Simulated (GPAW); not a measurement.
# Geometry or basis: what sets the conductance of CN in line between two Fe chains, part 2 of 2

How well does CN in line between two Fe chains conduct once its atoms have relaxed, and how much do cheaper levels lose?

GPAW 26.7.0; GPAW LCAO, PAW setups; relaxation of the junction within the symmetry of its start, lead ends held (the session's first sound run).

So far, conductance (G₀): step 3 (double-zeta polarised basis, PBE, GPAW) 0.498; step 4 (basis szp(dzp), PBE, GPAW) 0.581; step 5 (basis sz(dzp), PBE, GPAW) 0.717; step 6 (revPBE) 0.451; step 7 (without the relaxation: geometry = "as built", PBE, GPAW) 0.941.

## (9) The levels side by side

The curves are compared point by point over the common energies.

This step: comparison of transmission and cost over codes, levels and geometry (GPAW 26.7.0).

Ladder, by row:

| step | code | T at the Fermi level (sum over the listed spins) | conductance (G0) | r.m.s. T(E) from the first | wall time (s) | peak memory (GiB) | threads |
| --- | --- | --- | --- | --- | --- | --- | --- |
| dzp | GPAW | 0.9926 | 0.4976 | 0 | 554.7 | 1.71 | 1 |
| szp | GPAW | 1.161 | 0.5812 | 0.3766 | 199.8 | 1.7 | 1 |
| sz | GPAW | 1.44 | 0.717 | 0.4513 | 197.7 | 1.64 | 1 |
| dzp-revPBE | GPAW | 0.8973 | 0.4505 | 0.1735 | 575.7 | 1.77 | 1 |
| asbuilt | GPAW | 1.882 | 0.9412 | 0.6562 | 730.9 | 1.75 | 1 |

Transmission, zone mean, sum over the listed spins against energy, zero at the Fermi level:

| energy (eV) | dzp | szp | sz | dzp-revPBE | asbuilt |
| --- | --- | --- | --- | --- | --- |
| -2.000 | 1.08 | 1.14 | 0.854 | 1.09 | 2.16 |
| -1.800 | 1.20 | 1.27 | 1.14 | 1.25 | 2.11 |
| -1.600 | 1.47 | 1.50 | 1.58 | 1.52 | 2.10 |
| -1.400 | 1.69 | 1.86 | 1.83 | 1.78 | 2.15 |
| -1.275 | 1.96 | 1.88 | 1.93 | 2.96 | 2.17 |
| -1.250 | 3.28 | 1.89 | 1.92 | 3.73 | 2.45 |
| -1.200 | 3.61 | 1.91 | 1.57 | 2.86 | 2.99 |
| -1.125 | 2.28 | 1.94 | 1.93 | 1.50 | 2.41 |
| -1.100 | 1.79 | 0.131 | 1.98 | 1.42 | 1.66 |
| -1.050 | 1.36 | 1.80 | 1.77 | 1.31 | 1.62 |
| -1.000 | 1.27 | 1.41 | 1.56 | 1.25 | 1.67 |
| -0.800 | 1.28 | 1.10 | 1.15 | 1.34 | 1.69 |
| -0.600 | 1.34 | 1.09 | 1.07 | 1.43 | 1.72 |
| -0.400 | 1.25 | 1.26 | 1.27 | 1.28 | 1.80 |
| -0.200 | 1.09 | 1.33 | 1.49 | 1.05 | 1.84 |
| 0.000 | 0.993 | 1.16 | 1.44 | 0.897 | 1.88 |
| 0.200 | 0.979 | 1.03 | 1.20 | 0.877 | 1.94 |
| 0.400 | 1.07 | 1.11 | 1.07 | 0.987 | 1.96 |
| 0.600 | 1.25 | 1.37 | 1.17 | 1.21 | 1.94 |
| 0.800 | 1.46 | 1.61 | 1.48 | 1.46 | 1.89 |
| 1.000 | 1.62 | 1.65 | 1.77 | 1.62 | 1.81 |
| 1.200 | 1.70 | 1.69 | 1.83 | 1.71 | 1.67 |
| 1.400 | 1.74 | 1.72 | 1.79 | 1.76 | 1.44 |
| 1.600 | 1.77 | 1.74 | 1.78 | 1.77 | 1.14 |
| 1.725 | 1.79 | 1.71 | 1.80 | 1.79 | 0.820 |
| 1.800 | 1.74 | 1.66 | 1.81 | 1.74 | 0.535 |
| 2.000 | 0.0834 | 1.05 | 1.41 | 0.0867 | 0.102 |

## (10) Other settings

One more run, with changed settings.

This step: GPAW LCAO, PAW setups; Landauer transmission from Green's functions with principal layers (ASE), zero bias (GPAW 26.7.0).

The input, run.py:

```python
import json
import numpy as np
from ase import Atoms
from ase.transport.calculators import TransportCalculator
from gpaw import GPAW, FermiDirac
from gpaw.lcao.tools import get_lcao_hamiltonian
from scipy.linalg import eigh

# The junction with lead layers at both ends, along the third cell vector
device = Atoms(
    ['Fe', 'Fe', 'Fe', 'Fe', 'Fe', 'Fe', 'C', 'N', 'Fe', 'Fe', 'Fe', 'Fe', 'Fe', 'Fe'],
    positions=[
        [4.50000, 4.50000, 1.13000],
        [4.50000, 4.50000, 3.39000],
        [4.50000, 4.50000, 5.65000],
        [4.50000, 4.50000, 7.91000],
        [4.50000, 4.50000, 10.17000],
        [4.50000, 4.50000, 12.29950],
        [4.50000, 4.50000, 14.12175],
        [4.50000, 4.50000, 15.31530],
        [4.50000, 4.50000, 17.14236],
        [4.50000, 4.50000, 19.25630],
        [4.50000, 4.50000, 21.51630],
        [4.50000, 4.50000, 23.77630],
        [4.50000, 4.50000, 26.03630],
        [4.50000, 4.50000, 28.29630]],
    cell=[[9.0, 0.0, 0.0], [0.0, 9.0, 0.0], [0.0, 0.0, 29.4263]],
    pbc=True,
    magmoms=[3.0, 3.0, 3.0, 3.0, 3.0, 3.0, 0.0, 0.0, 3.0, 3.0, 3.0, 3.0, 3.0, 3.0])

# One principal layer of the lead: the first 3 atoms of the device
lead = Atoms(
    ['Fe', 'Fe', 'Fe'],
    positions=[
        [4.50000, 4.50000, 1.13000],
        [4.50000, 4.50000, 3.39000],
        [4.50000, 4.50000, 5.65000]],
    cell=[[9.0, 0.0, 0.0], [0.0, 9.0, 0.0], [0.0, 0.0, 6.78]],
    pbc=True,
    magmoms=[3.0, 3.0, 3.0])

settings = dict(mode='lcao', basis='dzp', xc='PBE', h=0.4,
                occupations=FermiDirac(0.1), maxiter=50,
                mixer=dict(beta=0.05, nmaxold=8, weight=100.0),
                convergence=dict(density=0.0001))
energies = np.arange(-2, 2 + 1e-9, 0.025)
eta = 0.0001
n1, n2 = 1, 1
# k and -k transmit alike, so half of the mesh across the current serves
mesh = [(i, j) for i in range(n1) for j in range(n2) if (i, j) <= (-i % n1, -j % n2)]
weights = np.array([1 if (i, j) == (-i % n1, -j % n2) else 2 for i, j in mesh]) / (n1 * n2)

# [... helper functions left out ...]
fermi_lead = ground_state(lead, (1, 1, 17), 'lead.txt')
fermi_device = ground_state(device, (1, 1, 3), 'device.txt')
# [... loop over the mesh left out, but for ...]
        # Shift the lead onto the potential of the device's first layer
        shift = ((H[:, 0, 0] - H0[:, 0, 0]) / S0[0, 0]).real.mean()
# [...]
kT = 8.617333e-5 * 300
bias = [0.1, 0.2, 0.5, 1.0, 1.5, 2.0]
# [... integrals and printing left out ...]
```

On the command line:

```
> OMP_NUM_THREADS=1 OPENBLAS_NUM_THREADS=1 python run.py
```

It took 61 s on 1 thread of Arm Neoverse V1, shared host; peak memory 0.3 GiB.

The run stopped without converging, so none of its numbers is a property of the system.

The fault put into the input: a grid far too coarse, under a cap of 50 iterations, which ended the run (h = 0.4).

## (11) Outcome

```json
{"conductance": "0.498 G₀", "transmission at the Fermi level, mean of the spins": "0.496"}
```

In the dzp basis the junction conducts 0.498 G₀ at 300 K, with T = 0.496 as the mean of the two spins at the Fermi level; no smaller basis tried comes within 10 % of that conductance. Relaxation moved atoms by up to 0.15 Å and took the conductance from 0.941 to 0.498 G₀, as a ratio a larger change than the step from dzp to the minimal basis. The current is spin polarised: -91 % at the Fermi level, counted as (up - down)/(up + down). Measured against the first run (dzp), the nearest curve is that of dzp-revPBE (r.m.s. 0.17) and the farthest that of asbuilt (0.66). Over the compared runs wall time goes from 198 s (sz) to 731 s (asbuilt), on a shared host. The leads kept an estimated spacing and the cell its length, so the junction may be under some tension or compression. The geometry comes from the orbital basis, which tends to overbind, and kept the symmetry of the start, so a structure of lower symmetry may lie lower. The moments started parallel, and no other order was tried; chains of Cr or Mn atoms, among others, may prefer antiparallel neighbours. An evenly spaced straight chain is an idealisation: free chains tend to dimerise, zigzag or, where a band edge lies near the Fermi level, turn magnetic. The currents use the zero-bias T(E) throughout, which holds only while the bias is small against the distance to the nearest feature. One magnetic start was tried; another order may lie lower. The thermopower isn't quoted: it samples T(E) farther from the Fermi level than the conductance does, and the energy grid wasn't tested for it.

[Logs are printed without paths, hosts, clocks, repeated set-up lines and the standing remarks that a program may print on its own settings, such as how far it seeks lower states.]

[Hosts, paths, dates, database ids (printed as entryN), source tags and the programs' standing remarks are cut or masked in the printed files.]
